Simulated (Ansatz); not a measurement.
**1T-CrSTe monolayer in a perpendicular field**

Wanted: the out-of-plane response of the 1T-CrSTe monolayer. A positive field points along +c.

Main program and level: Ansatz 0.2.0; plane-wave DFT, PBE-D3(BJ), Ansatz PAW.

### Step 1. Set-up

The cell holds 3 atoms: 1 Te, 1 Cr and 1 S. Cell: a = 3.365 Å, b = 3.365 Å, c = 37.174 Å, α = 90.0°, β = 90.0°, γ = 120.0°. Vacuum lies along c.

### Step 2. Relaxing the slab

The starting cell is a guess, so the in-plane lattice and the atoms are relaxed first, with the slab cut off from its images along the normal.

input.yaml reads:

```yaml
crystal:
  lattice:
    - [3.365, 0.0, 0.0]
    - [-1.6825, 2.9141754837, 0.0]
    - [0.0, 0.0, 37.1736110956]
  atoms:
    - { symbol: Te, position: [0.6666666667, 0.3333333333, 0.4586586962] }
    - { symbol: Cr, position: [0.0, 0.0, 0.507180115], spin: 3.0 }
    - { symbol: S, position: [0.3333333333, 0.6666666667, 0.5413413038] }
  periodic: [true, true, false]
magnetization:
  spin_polarized: true
kpoints:
  mp_grid: { grid: [12, 12, 1] }
hamiltonian:
  xc: pbe
  dispersion: d3bj
scf:
  occupations: { method: fermi_dirac, width: 0.05 }
  convergence: { dr2_threshold: 1.0e-09 }
relax:
  f_tol: 0.004
  max_steps: 90
  cell: {}
output:
  write_potential: true
  write_density: true
  volumetric_format: npy
```

The run is started by

```sh
$ ansatz run input.yaml --threads 2 --pin off --max-ram 3072MiB --backend cpu --events-out ev --progress --plain --runs-dir out
```

Numbers of over 12 decimals in the logs are rounded to 6 here.

Log:

```text
Warning: relax.cell: scf.convergence.dr2_threshold = 1e-9 eV is looser than the 1.7552142292e-10 eV advised for a relaxation that steers and ends on the stress (1e-10 eV for each atom of the cell: 3, times the square of relax.cell.stress_2d_tol = 0.05 N/m over 13.1 Å (the atoms' height at the walk's start and 5 Å past either face), 3.824e-2 GPa, over a crystal's default 0.05). What an SCF threshold leaves in a stress goes as its square root, and in the free energy as the threshold itself, and one threshold admits the most on a small cell: [figures from the program's tests cut] Set scf.convergence.dr2_threshold to 1.7552142292e-10 eV or tighter. [rest of the remark cut]
Engine: ansatz 0.2.0, x86_64-unknown-linux-gnu
Pseudopotentials: kind: paw
Pseudopotential: Te, paw, valence charge 16, recommended cutoff 420 eV (normal), Te.paw.azcp
Pseudopotential: Cr, paw, valence charge 14, recommended cutoff 420 eV (normal), Cr.paw.azcp
Pseudopotential: S, paw, valence charge 6, recommended cutoff 420 eV (normal), S.paw.azcp
Functional definition: PBE
  parameter kappa = 0.804
  parameter beta = 0.066725
  exchange = pbe_x(kappa = kappa, mu = beta*pi^2/3)
  correlation = pbe_c(beta = beta)
Crystal: 3 atoms, lattice volume = 364.532 Å³
Basis set: ecut = 420 eV, 7193 PW (Γ), exchange–correlation on 48×48×500 points (8 copies of the dense FFT grid, shifted against one another)
Bands: 24, of which v1, the nominal top of the filled ones, is band 18 counted from 1 (17 counted from 0)
Symmetry: 6 space group operations
Space group: P3m1 (ITA 156), of the structure as read, at distance tolerance 7.1e-5 Å
Magnetic group: BNS 156.49 (UNI 1279), of the structure as read, at distance tolerance 7.1e-5 Å
k-points: 19 of 144 (time reversal used)
Non-local potential: Te, projectors of the file, l = 0: 2, l = 1: 2, l = 2: 2, l = 3: 2
Non-local potential: Cr, projectors of the file, l = 0: 3, l = 1: 2, l = 2: 3, l = 3: 1
Non-local potential: S, projectors of the file, l = 0: 2, l = 1: 2, l = 2: 2
PAW form: soft (Blöchl's): semilocal exchange-correlation on the pseudo side does not see the compensation charge
PAW one-centre angular grid: Te, 590 points (default); XC on 64 Gauss nodes
PAW one-centre angular grid: Cr, 590 points (default); XC on 64 Gauss nodes
PAW one-centre angular grid: S, 110 points (default); XC on 64 Gauss nodes
Initial density: superposition of atomic densities (neutral atoms: chi_scale 0, normalization atom)
Starting moments: Σ|m| = 3 μB on 1 of 3 sites
Initial wavefunctions: pseudopotential atomic-orbital guess
Functional: x = pbe(κ = 0.804, μ = 0.219515), c = pbe(β = 0.066725)
SCF iter   1: F=—  HF=-11263.139190 eV  |F-HF|=—  |Δ(HF+E_count)|=         —  Δρ=2.40e-2 (↑2.40e-2 ↓1.59e-2)  dr2=7.09e0  dr2_m=1.66e-1  M=2.353 μB ∫|m|=2.744 μB  β_m=0.30  ethr=3.10e-3  ⟨swp⟩=17.8  Hψ=8368  notcnv=0
Mixer restart at iter 1: flushing history
preconditioner: auto → LDOS  [metal: Δε(μ)=0.084 eV  Ē_g=8.699 eV  σ=0.050 eV  W_gap=0.36  n_scr=20 (ndim 8)  ℏωp=8.3 eV  f_vac=0.800  D(μ)=1.70/eV (n_scr^D=10)]
spin=Collinear: LDOS preconditioning applied to the charge; magnetization (m = ρ↑ − ρ↓) channel mixes plain (no charge-response kernel on spin).
SCF iter   2: F=—  HF=-11261.995484 eV  |F-HF|=—  |Δ(HF+E_count)|=    1.14e0  Δρ=1.11e-2 (↑1.11e-2 ↓1.01e-2)  dr2=2.03e0  dr2_m=5.71e-2  M=2.367 μB ∫|m|=2.819 μB  β_m=0.43  ethr=3.10e-3  ⟨swp⟩=4.2  Hψ=2440  notcnv=0  defer=36
SCF iter   3: F=—  HF=-11261.715304 eV  |F-HF|=—  |Δ(HF+E_count)|=   2.80e-1  Δρ=3.53e-3 (↑2.49e-3 ↓3.53e-3)  dr2=5.56e-2  dr2_m=1.66e-2  M=2.360 μB ∫|m|=2.871 μB  β_m=0.50  ethr=3.10e-3  ⟨swp⟩=3.7  Hψ=2132  notcnv=0  defer=36
SCF iter   4: F=—  HF=-11261.718664 eV  |F-HF|=—  |Δ(HF+E_count)|=         —  Δρ=1.46e-3 (↑1.46e-3 ↓1.36e-3)  dr2=4.04e-3  dr2_m=4.99e-3  M=2.361 μB ∫|m|=2.895 μB  β_m=0.50  ethr=1.54e-4  ⟨swp⟩=3.8  Hψ=2433  notcnv=0  defer=36
SCF iter   5: F=—  HF=-11261.723413 eV  |F-HF|=—  |Δ(HF+E_count)|=   4.75e-3  Δρ=6.88e-4 (↑5.91e-4 ↓6.88e-4)  dr2=1.34e-3  dr2_m=1.17e-3  M=2.360 μB ∫|m|=2.899 μB  β_m=0.64  ethr=1.12e-5  ⟨swp⟩=3.3  Hψ=2056  notcnv=0  defer=36
SCF iter   6: F=—  HF=-11261.724977 eV  |F-HF|=—  |Δ(HF+E_count)|=   1.56e-3  Δρ=1.76e-4 (↑1.76e-4 ↓1.11e-4)  dr2=1.17e-4  dr2_m=6.01e-5  M=2.360 μB ∫|m|=2.903 μB  β_m=0.81  ethr=3.73e-6  ⟨swp⟩=3.5  Hψ=1988  notcnv=0  defer=37
SCF iter   7: F=—  HF=-11261.724981 eV  |F-HF|=—  |Δ(HF+E_count)|=   4.01e-6  Δρ=4.56e-5 (↑4.56e-5 ↓3.73e-5)  dr2=4.48e-5  dr2_m=1.90e-6  M=2.360 μB ∫|m|=2.902 μB  β_m=0.67  ethr=3.24e-7  ⟨swp⟩=4.1  Hψ=2090  notcnv=0  defer=36
SCF iter   8: F=—  HF=-11261.724978 eV  |F-HF|=—  |Δ(HF+E_count)|=   3.04e-6  Δρ=1.16e-5 (↑9.27e-6 ↓1.16e-5)  dr2=5.51e-6  dr2_m=1.64e-7  M=2.360 μB ∫|m|=2.902 μB  β_m=0.72  ethr=1.25e-7  ⟨swp⟩=3.1  Hψ=1764  notcnv=0  defer=36
SCF iter   9: F=—  HF=-11261.724979 eV  |F-HF|=—  |Δ(HF+E_count)|=   1.10e-6  Δρ=5.44e-6 (↑5.44e-6 ↓3.62e-6)  dr2=3.06e-7  dr2_m=2.36e-8  M=2.360 μB ∫|m|=2.902 μB  β_m=0.66  ethr=1.53e-8  ⟨swp⟩=2.7  Hψ=1365  notcnv=0  defer=36
SCF iter  10: F=—  HF=-11261.724979 eV  |F-HF|=—  |Δ(HF+E_count)|=   1.61e-7  Δρ=1.91e-6 (↑1.91e-6 ↓1.69e-6)  dr2=1.07e-8  dr2_m=7.79e-9  M=2.360 μB ∫|m|=2.902 μB  β_m=0.83  ethr=8.51e-10  ⟨swp⟩=3.6  Hψ=1910  notcnv=0  defer=36
SCF iter  11: F=—  HF=-11261.724979 eV  |F-HF|=—  |Δ(HF+E_count)|=   8.37e-8  Δρ=1.17e-6 (↑1.17e-6 ↓6.44e-7)  dr2=1.31e-8  dr2_m=1.47e-9  M=2.360 μB ∫|m|=2.902 μB  β_m=0.72  ethr=2.96e-11  ⟨swp⟩=3.4  Hψ=2000  notcnv=0  defer=36
SCF iter  12: F=—  HF=-11261.724979 eV  |F-HF|=—  |Δ(HF+E_count)|=  7.42e-10  Δρ=1.76e-7 (↑1.76e-7 ↓1.57e-7)  dr2=2.02e-10  dr2_m=5.72e-11  M=2.360 μB ∫|m|=2.902 μB  β_m=0.74  ethr=2.96e-11  ⟨swp⟩=3.7  Hψ=2062  notcnv=0  defer=36
SCF iter  13: F=-11261.724979 eV  HF=-11261.724979 eV  |F-HF|=6.38e-10  |Δ(HF+E_count)|=   1.60e-9  Δρ=5.49e-8 (↑3.42e-8 ↓5.49e-8)  dr2=1.01e-11  dr2_m=4.92e-12  M=2.360 μB ∫|m|=2.902 μB  ethr=1.00e-12  ⟨swp⟩=7.7  Hψ=5906  notcnv=0
SCF 1 converged in 13 iterations: F = -11261.724979 eV  dr2 = 1.01e-11
  greatest PAW one-centre occupation: 1.000 electrons in one spin orbital (limit 2), on the Cr atom at site 1 (counted from 0), in its partial waves of l = 0
relax step   1: F+E_penalty+E_count = -11261.72497939 eV  Δ(F+E_penalty+E_count) = +0.000e0 eV  max|allowed force component| = 1.423e0 eV/Å  Δτ_max = 0.0000 Å  P = +2.403 N/m  Ω = 364.532 Å³  fix = [c, alpha, beta]  reactions: c +0.000 N/m  (13 SCF iters, accepted)
Crystal: 3 atoms, lattice volume = 376.568 Å³
[...]
eigensolver tolerance schedule: the retry pair's looser diagonalisation over-reported the residual by 8188.89 of it (diagonalisation noise at an unbounded share of the residual, at the tolerance the schedule requests for it); recorded, not acted on — ethr = c·dr2/N_el stays at c = 1.0e-1
preconditioner: auto → LDOS  [metal: Δε(μ)=0.057 eV  Ē_g=7.886 eV  σ=0.050 eV  W_gap=0.26  n_scr=16 (ndim 8)  ℏωp=8.1 eV  f_vac=0.805  D(μ)=1.22/eV (n_scr^D=8)]
spin=Collinear: LDOS preconditioning applied to the charge; magnetization (m = ρ↑ − ρ↓) channel mixes plain (no charge-response kernel on spin).
SCF iter   2: F=—  HF=-11262.012302 eV  |F-HF|=—  |Δ(HF+E_count)|=   2.59e-4  Δρ=4.28e-6 (↑4.28e-6 ↓3.03e-6)  dr2=1.89e-8  dr2_m=2.66e-9  M=2.404 μB ∫|m|=3.017 μB  β_m=0.56  ethr=1.16e-10  ⟨swp⟩=5.7  Hψ=3075  notcnv=0
SCF iter   3: F=—  HF=-11262.012373 eV  |F-HF|=—  |Δ(HF+E_count)|=   7.07e-5  Δρ=2.10e-6 (↑2.10e-6 ↓1.47e-6)  dr2=2.65e-9  dr2_m=7.61e-10  M=2.404 μB ∫|m|=3.017 μB  β_m=0.58  ethr=5.25e-11  ⟨swp⟩=4.1  Hψ=1892  notcnv=0
SCF iter   4: F=—  HF=-11262.012413 eV  |F-HF|=—  |Δ(HF+E_count)|=   4.02e-5  Δρ=2.72e-7 (↑2.72e-7 ↓2.09e-7)  dr2=1.06e-9  dr2_m=8.51e-12  M=2.404 μB ∫|m|=3.017 μB  β_m=0.60  ethr=7.35e-12  ⟨swp⟩=3.9  Hψ=1911  notcnv=0
iter 5 met the thresholds in force, and the SCF goes on: an eigenvalue changes by 0.93 meV, over its tolerance of 0.05 meV (output.eigenvalues, Limitations)
SCF iter   5: F=-11262.012415 eV  HF=-11262.012415 eV  |F-HF|=1.81e-8  |Δ(HF+E_count)|=   1.64e-6  Δρ=6.11e-8 (↑5.96e-8 ↓6.11e-8)  dr2=1.19e-10  dr2_m=5.66e-13  M=2.404 μB ∫|m|=3.017 μB  β_m=0.71  ethr=2.78e-12  ⟨swp⟩=19.1  Hψ=6932  notcnv=0
iter 6 met the thresholds in force, and the SCF goes on: an eigenvalue changes by 2.56 meV, over its tolerance of 0.05 meV (output.eigenvalues, Limitations)
SCF iter   6: F=-11262.012415 eV  HF=-11262.012415 eV  |F-HF|=1.11e-9  |Δ(HF+E_count)|=   1.72e-8  Δρ=2.64e-8 (↑2.64e-8 ↓2.02e-8)  dr2=1.13e-11  dr2_m=9.50e-14  M=2.404 μB ∫|m|=3.017 μB  β_m=1.00  ethr=1.00e-12  ⟨swp⟩=8.1  Hψ=4579  notcnv=0
Mixer restart at iter 6: flushing history
iter 7 met the thresholds in force, and the SCF goes on: an eigenvalue changes by 0.06 meV, over its tolerance of 0.05 meV (output.eigenvalues, Limitations)
SCF iter   7: F=-11262.012415 eV  HF=-11262.012415 eV  |F-HF|=7.46e-11  |Δ(HF+E_count)|=   1.03e-9  Δρ=4.77e-8 (↑4.77e-8 ↓3.56e-8)  dr2=6.99e-11  dr2_m=1.83e-13  M=2.404 μB ∫|m|=3.017 μB  β_m=1.00  ethr=1.00e-12  ⟨swp⟩=7.0  Hψ=4490  notcnv=0  κ⁻¹=1.0e0(r=1)
SCF iter   8: F=-11262.012415 eV  HF=-11262.012415 eV  |F-HF|=1.02e-10  |Δ(HF+E_count)|=  4.37e-11  Δρ=1.25e-8 (↑1.17e-8 ↓1.25e-8)  dr2=8.94e-12  dr2_m=1.28e-14  M=2.404 μB ∫|m|=3.017 μB  ethr=1.00e-12  ⟨swp⟩=6.2  Hψ=4190  notcnv=0
WARN: dispersion: an atom stands within reach of a switch of its C6 between two reference coordination numbers of its element: through that C6 alone, e_disp changes by 0.025 eV or more while the distances to its neighbours run over a stretch of 0.05 Å that contains this geometry (sites counted from 0 in the run's list of atoms or, in a supercell that it derives, in that cell's: here a list of 3) — site 1 (Cr): coordination number 6.143 (about 5.91 to 6.38 with every neighbour 0.05 Å farther or nearer), switch near 6.223 between the references 1.827 (weight 1.00) and 10.619 (weight 0.00), e_disp changing by some 0.18 eV. [rest of the remark cut]
SCF 13 converged in 8 iterations: F = -11262.012415 eV  dr2 = 8.94e-12
relax step  13: F+E_penalty+E_count = -11262.01241491 eV  Δ(F+E_penalty+E_count) = -6.557e-6 eV  max|allowed force component| = 2.470e-3 eV/Å  Δτ_max = 0.0000 Å  P = -0.001 N/m  Ω = 380.127 Å³  fix = [c, alpha, beta]  reactions: c -0.000 N/m  stress off target by 5.87e-4 N/m on what of the cell is left free  SCF on the basis re-selected at this cell (its energy is not comparable with the rows above)  (8 SCF iters)
basis re-selected at this cell: Δ(F+E_penalty+E_count) = -6.557e-6 eV, ΔP = +0.000 N/m vs the last step (what re-selecting the basis moved, of the pressure what is left beyond the Pulay correction that the steps carried, after the strain that the cell walked since its last selection, with what the two solves' SCF thresholds leave and, on support functions, any second-order correction that the steps lacked; it is no m [...]
WARN: The output density's exchange-correlation potential varies sharply where the density is thin. Do not read a vacuum level from v_tot or v_xc, or from such a field of the output density. On a cell that repeats whose density bears no net charge and no dipole along the vacuum's axis use v_es (v_loc + v_h of the components); under efield.dipole_correction with no amplitude use v_es + v_field, which holds any externa [...]
SCF converged after 8 iterations
an eigenvalue changed by more than its tolerance at an iteration that met the thresholds in force, so the SCF went on 3 times, its first undamped step at iteration 6: the last check found none over its tolerance
Magnetization: 2.4044 μB (19.2022 up, 16.7978 down)
Absolute magnetization: 3.0178 μB (∫|ρ↑−ρ↓|, with the PAW one-centre terms)
Spin contamination: 0.1815 ħ² per cell (⟨S²⟩ above its minimum at these occupations)
Per-site moments (μB) at R_I (Å): [(-0.122463, 1.141234), (2.315014, 0.947560), (-0.075032, 0.947560)]
Free energy (F): -11262.012415 eV
Harris-Foulkes:  -11262.012415 eV  (|F-HF|=1.02e-10)
Internal energy: -11262.001966 eV  (E = F + TS)
E sigma→0 (E₀):  -11262.007190 eV
Entropy (-TS):   -0.010449 eV (-3.483 meV/atom)
Fermi energy:    -5.140074 eV
--- Per-component energies (eV) ---
  E_band       = -1037.352271
  E_kinetic    = 629.666096
  E_local      = -92359.342804  (includes V_loc(G=0)·N_el)
  E_nonlocal   = -199.982624
  E_hartree    = 45944.020627
  E_xc         = -360.278570
  E_vxc        = -368.578297  (∫ρ·V_xc dr)
  E_paw        = -6459.837329  (= ΣΔE_a)
  E_vpaw       = -627.156335  (= ΣTr[D̂ρ^β])
  E_aug_tail   = 0.000184  (compensation charges beyond the density's cutoff)
  E_ewald      = 41544.782329
  E_disp       = -1.029876  (pairwise vdW)
  E_smearing   = -0.010449  (= −TS)
  E_closure    = -0.000000  (closes the sum)
  Σ components = -11262.012415   (vs F -11262.012415, Δ=0.00e0)
--- Forces (eV/Å), atoms counted from 1 ---
  atom   1  Te    -0.00000000     0.00000000     0.00133096
  atom   2  Cr     0.00000000     0.00000000    -0.00247022
  atom   3  S      0.00000000     0.00000000     0.00113863
  max |Σ_I F_I| component: 6.22e-7 eV/Å
--- 2D stress c σ (N/m, compression-positive) ---
       -0.000587      -0.000000       0.000000
       -0.000000      -0.000587       0.000000
        0.000000       0.000000      -0.000000
  P = ½ c Tr σ = -0.0006 N/m
--- Band table (eV; the first three rows and the last of 38) ---
  k-point 0 ↑: bands = [... 14 lower, -7.6465, -6.4960, -6.4960, -5.1412, -3.6819, -3.6819, -1.8824, -1.8824, ... 2 higher]
  k-point 1 ↑: bands = [... 14 lower, -7.4937, -6.5573, -6.5344, -5.2612, -3.9583, -3.7452, -2.4966, -2.0386, ... 2 higher]
  k-point 2 ↑: bands = [... 14 lower, -7.2903, -6.8603, -6.6116, -5.6402, -4.5343, -3.9722, -3.3484, -2.3394, ... 2 higher]
  k-point 18 ↓: bands = [... 14 lower, -8.4260, -7.3672, -7.2452, -3.6675, -3.5413, -3.4795, -2.4639, -1.8139, ... 2 higher]
  the weakly bound empty levels are not read free of the cell's end (no_gap_told)
--- Relaxed structure (11 steps of the walk, 10 accepted, 2 SCFs on fresh bases) ---
  F+E_penalty+E_count = -11262.01241491 eV   max|allowed force component| = 2.470e-3 eV/Å   (the final SCF, on the basis selected at the relaxed cell)
  cell:  # Å, volume = 380.1271 Å³
    - [3.436226, 0, 0]
    - [-1.718113, 2.975859, 0]
    - [0, 0, 37.1736110956]
  atoms:
    - { symbol: Te, position: [0.666667, 0.333333, 0.457428] }
    - { symbol: Cr, position: [1.7341983436191525e-18, 0, 0.509301] }
    - { symbol: S, position: [0.333333, 0.666667, 0.540451] }
```

Elapsed: 2 min, on 2 threads of Intel Xeon 6975P-C (Granite Rapids), shared host; peak memory 0.83 GiB; 4 min of CPU time.

The steps of the relaxation:

```
step  energy less that of the first step (eV)  largest force component (eV/Å)  volume (Å³)
   1                                   0.0000                          1.4228       364.53
   2                                  -0.2719                          0.3460       376.57
   3                                  -0.2823                          0.5206       376.73
   4                                  -0.2827                          0.1961       384.26
   5                                  -0.2851                          0.1259       381.85
   6                                  -0.2865                          0.0475       379.95
   7                                  -0.2865                          0.0953       379.48
   8                                  -0.2867                          0.0171       379.80
   9                                  -0.2867                          0.0017       379.86
 10*                                  -0.2874                          0.0017       379.86
  11                                  -0.2874                          0.0058       380.11
  12                                  -0.2874                          0.0025       380.13
 13*                                  -0.2874                          0.0025       380.13
```

Relaxation steps marked * repeat the geometry before them on a plane-wave basis chosen anew for their cell, so energy and pressure can jump there. Relaxation step 7 was tried and not accepted.

Forces are held to the 6 operations that the run works with; a distortion that breaks them can't arise in this run.

```
cell as run  before  after  change
      a (Å)   3.365  3.436  +2.1 %
      b (Å)   3.365  3.436  +2.1 %
```

The atoms that moved most (Å, along periodic axes as changes of fractional coordinates times the final cell, across vacuum about the mean position):

```
atom     dx     dy      dz  length
 Cr2  0.000  0.000   0.079   0.079
 Te1  0.000  0.000  -0.046   0.046
  S3  0.000  0.000  -0.033   0.033
```

The relaxed structure:

```xyz
3
Lattice="3.4362 0.0000 0.0000 -1.7181 2.9759 0.0000 0.0000 0.0000 37.1736" Properties=species:S:1:pos:R:3
Te    1.7181    0.9920   17.0043
Cr    0.0000    0.0000   18.9326
S     0.0000    1.9839   20.0905
```

This step gave:

| Property | Result |
| --- | --- |
| energy at zero smearing | -11262.0072 eV |
| total moment | 2.404 μB |
| site moments | -0.1225, 2.315, -0.07503 μB |

Site moment by atom:

```
atom  site moment (μB)
 Te1             -0.12
 Cr2              2.32
  S3             -0.08
```

The lattice constant a goes from 3.365 to 3.436 Å.

(Continued in part 2 of 3.)

[Logs are printed without paths, hosts, clocks, repeated set-up lines and the standing remarks that a program may print on its own settings, such as how far it seeks lower states.]

[Hosts, paths, dates, database ids (printed as entryN), source tags and the programs' standing remarks are cut or masked in the printed files.]

[Maps of the electrostatic potential energy from Ansatz leave out the sawtooth potential of an applied field or a dipole correction, so their vacuum need not be flat; planar profiles and work functions include it.]
